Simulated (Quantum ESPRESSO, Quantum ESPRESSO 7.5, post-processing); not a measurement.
**Be(0001), 4 layers: vacuum convergence**

Which setting serves for Be(0001), 4 layers? The runs below step through one kind of setting.

Method: plane-wave DFT, PBE, SSSP efficiency pseudopotentials, in Quantum ESPRESSO 7.5.

Most raw output is cut from this account.

### Step 1. Set-up

The cell holds 4 atoms: 4 Be. Cell: a = 2.290 Å, b = 2.290 Å, c = 29.383 Å, α = 90.0°, β = 90.0°, γ = 60.0°. It derives from Be. Vacuum lies along c.

### Step 2. Self-consistent run: 24 Å of vacuum

The first run is the reference of the series.

The input, c0.in:

```
&control
  prefix = 'c0'
  outdir = './out'
  pseudo_dir = './pseudo'
  calculation = 'scf'
  tprnfor = .true.
/
&system
  ibrav = 0
  nat = 4
  ntyp = 1
  ecutwfc = 45
  ecutrho = 360
  occupations = 'smearing'
  smearing = 'mv'
  degauss = 0.02
/
&electrons
  conv_thr = 1e-07
  mixing_beta = 0.4
  electron_maxstep = 120
  mixing_mode = 'local-TF'
/
ATOMIC_SPECIES
  Be  9.0122  be_pbe_v1.4.uspp.F.UPF
CELL_PARAMETERS angstrom
  2.29000000000000 0.00000000000000 0.00000000000000
  1.14500000000000 1.98319817466636 0.00000000000000
  0.00000000000000 0.00000000000000 29.38264500000000
ATOMIC_POSITIONS crystal
  Be  0.666666666700 0.666666666700 0.408404348894
  Be  0.000000000000 0.000000000000 0.469468116298
  Be  0.666666666700 0.666666666700 0.530531883702
  Be  0.000000000000 0.000000000000 0.591595651106
K_POINTS automatic
  12 12 1 0 0 0
```

Command:

```sh
OMP_NUM_THREADS=1 mpirun -n 4 pw.x -nk 4 -in c0.in > c0.out
```

Wall time 21 s (4 MPI ranks of Arm Neoverse V1, shared host); peak memory 0.39 GiB.

This step gave:

| Item | Value |
| --- | --- |
| free energy | -1536.1832 eV |
| Fermi energy | -2.110 eV |

The program's own clock; routines nest. Time by routine:

```tsv
routine	wall time (s)	calls
PWSCF	20.62	1
electrons	19.65	1
c_bands	8.85	15
cegterg	7.97	75
h_psi	6.94	535
fftw	6.43	6074
vloc_psi	6.06	535
mix_rho	5.56	15
ffts	3.87	1753
sum_band	2.44	15
v_of_rho	1.75	16
newd	1.06	16
fft	0.96	208
init_run	0.71	1
```

The run needed 15 iterations to bring the estimated error under 1e-07 Ry; the largest force on any atom, held or free, is 0.13 eV/Å.

### Step 3. Potential by pp.x

plot_num = 11 writes the bare and Hartree potential. It leaves out exchange and correlation, which fade slowly, so it flattens close to the surface.

The input, c0.pot.in:

```
&inputpp
  prefix = 'c0'
  outdir = './out'
  filplot = 'c0.pot.dat'
  plot_num = 11
/
```

Command:

```sh
OMP_NUM_THREADS=1 mpirun -n 4 pp.x -in c0.pot.in > c0.pot.out
```

Elapsed: 0.89 s, on 4 MPI ranks; peak memory 0.09 GiB.

Numbers from this step:

- potential in the middle of the vacuum, over the Fermi level: 5.345 eV

The potential energy, planar mean oscillates, so the rows of the table below give means over windows of 1 Å about each position, cut where the curve ends. Its maxima inside the range that stand out by 2 % of the span (Å: eV): 12.9: -1.08, 14.7: -1.16, 16.5: -1.08. Its minima: 12.1: -7.15, 13.8: -7.42, 15.6: -7.42, 17.3: -7.15.

Electrostatic potential energy of an electron; zero at the Fermi level. Potential energy, planar mean against z; means over each step:

```tsv
z (Å)	potential energy, planar mean (eV)
0	5.35
1	5.35
2	5.35
3	5.35
4	5.35
5	5.35
6	5.35
7	5.35
8	5.34
9	5.33
10	5.05
11	1.59
12	-6.46
13	-3.07
14	-6.20
15	-3.96
16	-4.98
17	-4.99
18	-2.26
19	4.53
20	5.29
21	5.34
22	5.35
23	5.35
24	5.35
25	5.35
26	5.35
27	5.35
28	5.35
29	5.35
```

Inside the slab this potential holds the local part of the pseudopotentials, which can be repulsive at the nuclei; only its value in the vacuum has a meaning of its own.

### Step 4. Self-consistent run: 18 Å of vacuum

The input, c2.in:

```
&control
  prefix = 'c2'
  outdir = './out'
  pseudo_dir = './pseudo'
  calculation = 'scf'
  tprnfor = .true.
/
&system
  ibrav = 0
  nat = 4
  ntyp = 1
  ecutwfc = 45
  ecutrho = 360
  occupations = 'smearing'
  smearing = 'mv'
  degauss = 0.02
/
&electrons
  conv_thr = 1e-07
  mixing_beta = 0.4
  electron_maxstep = 120
  mixing_mode = 'local-TF'
/
ATOMIC_SPECIES
  Be  9.0122  be_pbe_v1.4.uspp.F.UPF
CELL_PARAMETERS angstrom
  2.29000000000000 0.00000000000000 0.00000000000000
  1.14500000000000 1.98319817466636 0.00000000000000
  0.00000000000000 0.00000000000000 23.38264500000000
ATOMIC_POSITIONS crystal
  Be  0.666666666700 0.666666666700 0.384900852748
  Be  0.000000000000 0.000000000000 0.461633617583
  Be  0.666666666700 0.666666666700 0.538366382417
  Be  0.000000000000 0.000000000000 0.615099147252
K_POINTS automatic
  12 12 1 0 0 0
```

Command:

```sh
OMP_NUM_THREADS=1 mpirun -n 4 pw.x -nk 4 -in c2.in > c2.out
```

It took 15 s on 4 MPI ranks; peak memory 0.33 GiB.

Read from the output:

| Quantity | Value |
| --- | --- |
| Fermi energy | -1.280 eV |

The program's own clock; routines nest. Time by routine:

```tsv
routine	wall time (s)	calls
PWSCF	14.34	1
electrons	13.54	1
c_bands	5.69	14
cegterg	5.22	70
h_psi	4.59	389
fftw	4.31	5300
mix_rho	4.04	14
vloc_psi	4.01	389
ffts	2.78	1616
sum_band	1.76	14
v_of_rho	1.28	15
newd	0.78	15
fft	0.73	195
init_run	0.58	1
```

### Step 5. Potential by pp.x

The input, c2.pot.in:

```
&inputpp
  prefix = 'c2'
  outdir = './out'
  filplot = 'c2.pot.dat'
  plot_num = 11
/
```

Command:

```sh
OMP_NUM_THREADS=1 mpirun -n 4 pp.x -in c2.pot.in > c2.pot.out
```

It took 0.83 s on 4 MPI ranks; peak memory 0.11 GiB.

Read from the output:

```
potential in the middle of the vacuum, over the Fermi level : 5.344 eV
```

Counted from each run's own zero (the Fermi level), the vacuum level differs from the first run's by -1 meV.

### Step 6. Self-consistent run: 14 Å of vacuum

The input, c4.in:

```
&control
  prefix = 'c4'
  outdir = './out'
  pseudo_dir = './pseudo'
  calculation = 'scf'
  tprnfor = .true.
/
&system
  ibrav = 0
  nat = 4
  ntyp = 1
  ecutwfc = 45
  ecutrho = 360
  occupations = 'smearing'
  smearing = 'mv'
  degauss = 0.02
/
&electrons
  conv_thr = 1e-07
  mixing_beta = 0.4
  electron_maxstep = 120
  mixing_mode = 'local-TF'
/
ATOMIC_SPECIES
  Be  9.0122  be_pbe_v1.4.uspp.F.UPF
CELL_PARAMETERS angstrom
  2.29000000000000 0.00000000000000 0.00000000000000
  1.14500000000000 1.98319817466636 0.00000000000000
  0.00000000000000 0.00000000000000 19.38264500000000
ATOMIC_POSITIONS crystal
  Be  0.666666666700 0.666666666700 0.361147820641
  Be  0.000000000000 0.000000000000 0.453715940214
  Be  0.666666666700 0.666666666700 0.546284059786
  Be  0.000000000000 0.000000000000 0.638852179359
K_POINTS automatic
  12 12 1 0 0 0
```

Command:

```sh
OMP_NUM_THREADS=1 mpirun -n 4 pw.x -nk 4 -in c4.in > c4.out
```

Elapsed: 9.6 s, on 4 MPI ranks; peak memory 0.4 GiB; 38 s of CPU time.

Read from the output:

| Property | Result |
| --- | --- |
| free energy | -1536.1833 eV |
| Fermi energy | -0.441 eV |

The program's own clock; routines nest. Time by routine:

```tsv
routine	wall time (s)	calls
PWSCF	9.1	1
electrons	8.43	1
c_bands	3.92	12
cegterg	3.61	60
h_psi	3.21	307
fftw	3.02	4486
vloc_psi	2.81	307
mix_rho	2.32	12
ffts	1.63	1154
sum_band	1.08	12
v_of_rho	0.8	13
init_run	0.5	1
fft	0.47	169
newd	0.34	13
```

### Step 7. Potential by pp.x

The input, c4.pot.in:

```
&inputpp
  prefix = 'c4'
  outdir = './out'
  filplot = 'c4.pot.dat'
  plot_num = 11
/
```

Command:

```sh
OMP_NUM_THREADS=1 mpirun -n 4 pp.x -in c4.pot.in > c4.pot.out
```

Run time: 0.79 s. Hardware: 4 MPI ranks; peak memory 0.11 GiB; 2.9 s of CPU time.

Numbers from this step:

```
potential in the middle of the vacuum, over the Fermi level : 5.347 eV
```

Counted from each run's own zero (the Fermi level), the vacuum level differs from the first run's by +1 meV.

### Step 8. Ground state: 12 Å of vacuum

The input, c6.in:

```
&control
  prefix = 'c6'
  outdir = './out'
  pseudo_dir = './pseudo'
  calculation = 'scf'
  tprnfor = .true.
/
&system
  ibrav = 0
  nat = 4
  ntyp = 1
  ecutwfc = 45
  ecutrho = 360
  occupations = 'smearing'
  smearing = 'mv'
  degauss = 0.02
/
&electrons
  conv_thr = 1e-07
  mixing_beta = 0.4
  electron_maxstep = 120
  mixing_mode = 'local-TF'
/
ATOMIC_SPECIES
  Be  9.0122  be_pbe_v1.4.uspp.F.UPF
CELL_PARAMETERS angstrom
  2.29000000000000 0.00000000000000 0.00000000000000
  1.14500000000000 1.98319817466636 0.00000000000000
  0.00000000000000 0.00000000000000 17.38264500000000
ATOMIC_POSITIONS crystal
  Be  0.666666666700 0.666666666700 0.345171865386
  Be  0.000000000000 0.000000000000 0.448390621795
  Be  0.666666666700 0.666666666700 0.551609378205
  Be  0.000000000000 0.000000000000 0.654828134614
K_POINTS automatic
  12 12 1 0 0 0
```

Command:

```sh
OMP_NUM_THREADS=1 mpirun -n 4 pw.x -nk 4 -in c6.in > c6.out
```

Run time: 7.9 s. Hardware: 4 MPI ranks; peak memory 0.38 GiB; 31 s of CPU time.

Read from the output:

* free energy: -1536.1832 eV
* Fermi energy: 0.1213 eV

The program's own clock; routines nest. Time by routine:

```tsv
routine	wall time (s)	calls
PWSCF	7.39	1
electrons	6.75	1
c_bands	3.22	11
cegterg	2.95	55
h_psi	2.64	282
fftw	2.47	4136
vloc_psi	2.31	282
mix_rho	1.69	11
ffts	1.16	1007
sum_band	0.89	11
v_of_rho	0.69	12
init_run	0.48	1
fft	0.44	156
newd	0.29	12
```

### Step 9. Potential by pp.x

The input, c6.pot.in:

```
&inputpp
  prefix = 'c6'
  outdir = './out'
  filplot = 'c6.pot.dat'
  plot_num = 11
/
```

Command:

```sh
OMP_NUM_THREADS=1 mpirun -n 4 pp.x -in c6.pot.in > c6.pot.out
```

It took 0.78 s on 4 MPI ranks; peak memory 0.11 GiB; 2.8 s of CPU time.

This step gave:

| Property | Result |
| --- | --- |
| potential in the middle of the vacuum, over the Fermi level | 5.344 eV |

Counted from each run's own zero (the Fermi level), the vacuum level differs from the first run's by -1 meV.

### Step 10. Ground state: 10 Å of vacuum

The input, c8.in:

```
&control
  prefix = 'c8'
  outdir = './out'
  pseudo_dir = './pseudo'
  calculation = 'scf'
  tprnfor = .true.
/
&system
  ibrav = 0
  nat = 4
  ntyp = 1
  ecutwfc = 45
  ecutrho = 360
  occupations = 'smearing'
  smearing = 'mv'
  degauss = 0.02
/
&electrons
  conv_thr = 1e-07
  mixing_beta = 0.4
  electron_maxstep = 120
  mixing_mode = 'local-TF'
/
ATOMIC_SPECIES
  Be  9.0122  be_pbe_v1.4.uspp.F.UPF
CELL_PARAMETERS angstrom
  2.29000000000000 0.00000000000000 0.00000000000000
  1.14500000000000 1.98319817466636 0.00000000000000
  0.00000000000000 0.00000000000000 15.38264500000000
ATOMIC_POSITIONS crystal
  Be  0.666666666700 0.666666666700 0.325041629707
  Be  0.000000000000 0.000000000000 0.441680543236
  Be  0.666666666700 0.666666666700 0.558319456764
  Be  0.000000000000 0.000000000000 0.674958370293
K_POINTS automatic
  12 12 1 0 0 0
```

Command:

```sh
OMP_NUM_THREADS=1 mpirun -n 4 pw.x -nk 4 -in c8.in > c8.out
```

It took 7 s on 4 MPI ranks; peak memory 0.35 GiB; 28 s of CPU time.

Read from the output:

```
free energy  : -1536.1833 eV
Fermi energy : 0.833 eV
```

The program's own clock; routines nest. Time by routine:

```tsv
routine	wall time (s)	calls
PWSCF	6.44	1
electrons	5.86	1
c_bands	2.78	11
cegterg	2.54	55
h_psi	2.25	283
fftw	2.09	4124
vloc_psi	1.96	283
mix_rho	1.5	11
ffts	1.05	959
sum_band	0.76	11
v_of_rho	0.59	12
init_run	0.43	1
fft	0.34	156
newd	0.25	12
```

### Step 11. Electrostatic potential

The input, c8.pot.in:

```
&inputpp
  prefix = 'c8'
  outdir = './out'
  filplot = 'c8.pot.dat'
  plot_num = 11
/
```

Command:

```sh
OMP_NUM_THREADS=1 mpirun -n 4 pp.x -in c8.pot.in > c8.pot.out
```

The job ended after 0.77 s (4 MPI ranks; peak memory 0.11 GiB).

Numbers from this step:

| Quantity | Value |
| --- | --- |
| potential in the middle of the vacuum, over the Fermi level | 5.348 eV |

Counted from each run's own zero (the Fermi level), the vacuum level differs from the first run's by +2 meV.

### Step 12. SCF with pw.x: 8 Å of vacuum

The input, c10.in:

```
&control
  prefix = 'c10'
  outdir = './out'
  pseudo_dir = './pseudo'
  calculation = 'scf'
  tprnfor = .true.
/
&system
  ibrav = 0
  nat = 4
  ntyp = 1
  ecutwfc = 45
  ecutrho = 360
  occupations = 'smearing'
  smearing = 'mv'
  degauss = 0.02
/
&electrons
  conv_thr = 1e-07
  mixing_beta = 0.4
  electron_maxstep = 120
  mixing_mode = 'local-TF'
/
ATOMIC_SPECIES
  Be  9.0122  be_pbe_v1.4.uspp.F.UPF
CELL_PARAMETERS angstrom
  2.29000000000000 0.00000000000000 0.00000000000000
  1.14500000000000 1.98319817466636 0.00000000000000
  0.00000000000000 0.00000000000000 13.38264500000000
ATOMIC_POSITIONS crystal
  Be  0.666666666700 0.666666666700 0.298894575773
  Be  0.000000000000 0.000000000000 0.432964858591
  Be  0.666666666700 0.666666666700 0.567035141409
  Be  0.000000000000 0.000000000000 0.701105424227
K_POINTS automatic
  12 12 1 0 0 0
```

Command:

```sh
OMP_NUM_THREADS=1 mpirun -n 4 pw.x -nk 4 -in c10.in > c10.out
```

Elapsed: 5.2 s, on 4 MPI ranks; peak memory 0.33 GiB.

This step gave:

```
free energy  : -1536.1840 eV
Fermi energy : 1.753 eV
```

The program's own clock; routines nest. Time by routine:

```tsv
routine	wall time (s)	calls
PWSCF	4.61	1
electrons	4.05	1
c_bands	2.11	9
cegterg	1.91	45
h_psi	1.74	209
fftw	1.65	3380
vloc_psi	1.54	209
mix_rho	0.77	9
sum_band	0.58	9
ffts	0.55	563
v_of_rho	0.44	10
init_run	0.42	1
fft	0.25	130
newd	0.19	10
```

### Step 13. Potential by pp.x

The input, c10.pot.in:

```
&inputpp
  prefix = 'c10'
  outdir = './out'
  filplot = 'c10.pot.dat'
  plot_num = 11
/
```

Command:

```sh
OMP_NUM_THREADS=1 mpirun -n 4 pp.x -in c10.pot.in > c10.pot.out
```

Wall time 0.75 s (4 MPI ranks); peak memory 0.11 GiB.

Read from the output:

```
potential in the middle of the vacuum, over the Fermi level : 5.360 eV
```

Counted from each run's own zero (the Fermi level), the vacuum level differs from the first run's by +14 meV.

### Step 14. The series side by side

All levels:

```tsv
level	vacuum level over the Fermi level (eV)	its change from the first (meV)	energy from the first (meV an atom)	SCF iterations	wall time (s)	peak memory (GiB)	CPU time (s)
24 Å of vacuum	5.345	0	0	15	21.17	0.39	84.36
18 Å of vacuum	5.344	-0.8144	-0.004014	14	14.87	0.33	59.21
14 Å of vacuum	5.347	1.351	-0.008742	12	9.64	0.4	38.3
12 Å of vacuum	5.344	-1.124	-0.006361	11	7.93	0.38	31.44
10 Å of vacuum	5.348	2.454	-0.02228	11	6.98	0.35	27.63
8 Å of vacuum	5.36	14.27	-0.1895	9	5.15	0.33	20.33
```

### Step 15. Results

```json
{"vacuum level over the Fermi level, 24 Å of vacuum": "5.345 eV", "cheapest step of the main series that, with all steps before it, keeps the vacuum level within 20 meV of the first": "8 Å of vacuum: +14 meV, 20 s of CPU time against 84 s", "setting with the largest shift of the level": "8 Å of vacuum: +14 meV"}
```

The cheapest step of the main series that, with all steps before it, keeps the vacuum level within 20 meV of the first is 8 Å of vacuum: +14 meV, 20 s of CPU time against 84 s. Over the series the energy moves by up to 0.189 meV an atom and the vacuum level by up to 14 meV. The level is read in the middle of the vacuum, where a short gap still holds the tails of both faces. The times come from a shared host and are rough. Peak memory is sampled during the run and can miss the peak. The geometry is as built, not relaxed.

[Logs are printed without paths, hosts, clocks, repeated set-up lines and the standing remarks that a program may print on its own settings, such as how far it seeks lower states.]

[Hosts, paths, dates, database ids (printed as entryN), source tags and the programs' standing remarks are cut or masked in the printed files.]

[Maps of the electrostatic potential energy from Ansatz leave out the sawtooth potential of an applied field or a dipole correction, so their vacuum need not be flat; planar profiles and work functions include it.]
